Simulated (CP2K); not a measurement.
Consider hexafluoropropene at its PBE geometry (Å).

```xyz
9

F     2.4721   -0.2700    0.7499
C     1.3549    0.2449    0.2603
F     1.5285    1.4776   -0.1880
C     0.1983   -0.4285    0.2374
F     0.1555   -1.6863    0.7459
C    -1.1042    0.0592   -0.3179
F    -2.0660    0.0880    0.6557
F    -1.0040    1.3128   -0.8479
F    -1.5352   -0.7977   -1.2955
```

Method: CP2K XAS_TDP, all-electron GAPW, PBEh(45%), aug-cc-pVDZ, TDA, GW2X-corrected core level, no relativity.

**Question.** Where do the F K-edge lines lie, and how strong are they?

Leading lines: F1 690.56 eV, F5 689.19 eV and F7 689.95 eV. The leading line of an atom is its first one with 35 % of the strongest within 2.5 eV of its lowest line over the strength cut. Core ionisation energies at this level: F5 693.97, F7 693.92 and F1 694.75 eV.

The first six lines of each atom with a strength over 0.0015:

```tsv
atom	energy (eV)	states	strength, one atom	above the computed threshold
F1 (bonded to C)	690.56	1	0.0109	
	690.82	1	0.0298	
	692.77	1	0.0052	
	693.63	1	0.0155	
	694.24	1	0.0016	
	695.67	1	0.0018	yes
F5 (bonded to C)	689.19	1	0.0350	
	690.35	1	0.0062	
	692.37	1	0.0041	
	693.26	1	0.0023	
	693.64	2	0.0044	
	694.46	1	0.0042	yes
F7 (bonded to C), 2 alike	689.95	1	0.0292	
	691.68	1	0.0062	
	692.35	1	0.0024	
	692.75	1	0.0169	
	693.20	1	0.0035	
	694.32	1	0.0022	yes
```

Lines are vertical, at one geometry, with no vibrational structure. GW2X ionisation energies and lines can be off by 1 to 2 eV either way, and a good line position may hide errors that cancel. Atoms with the same bonds but other surroundings in this conformer are left out. These values hold no scalar relativity, about 0.7 eV for F 1s. Rydberg lines, and the discretised continuum above threshold, depend on the basis and the box.

[Banner, clock and machine lines of the logs are left out without a mark of their own.]

[Logs are printed without paths, hosts, clocks, repeated set-up lines and the standing remarks that a program may print on its own settings, such as how far it seeks lower states.]

[Hosts, paths, dates, database ids (printed as entryN), source tags and the programs' standing remarks are cut or masked in the printed files.]
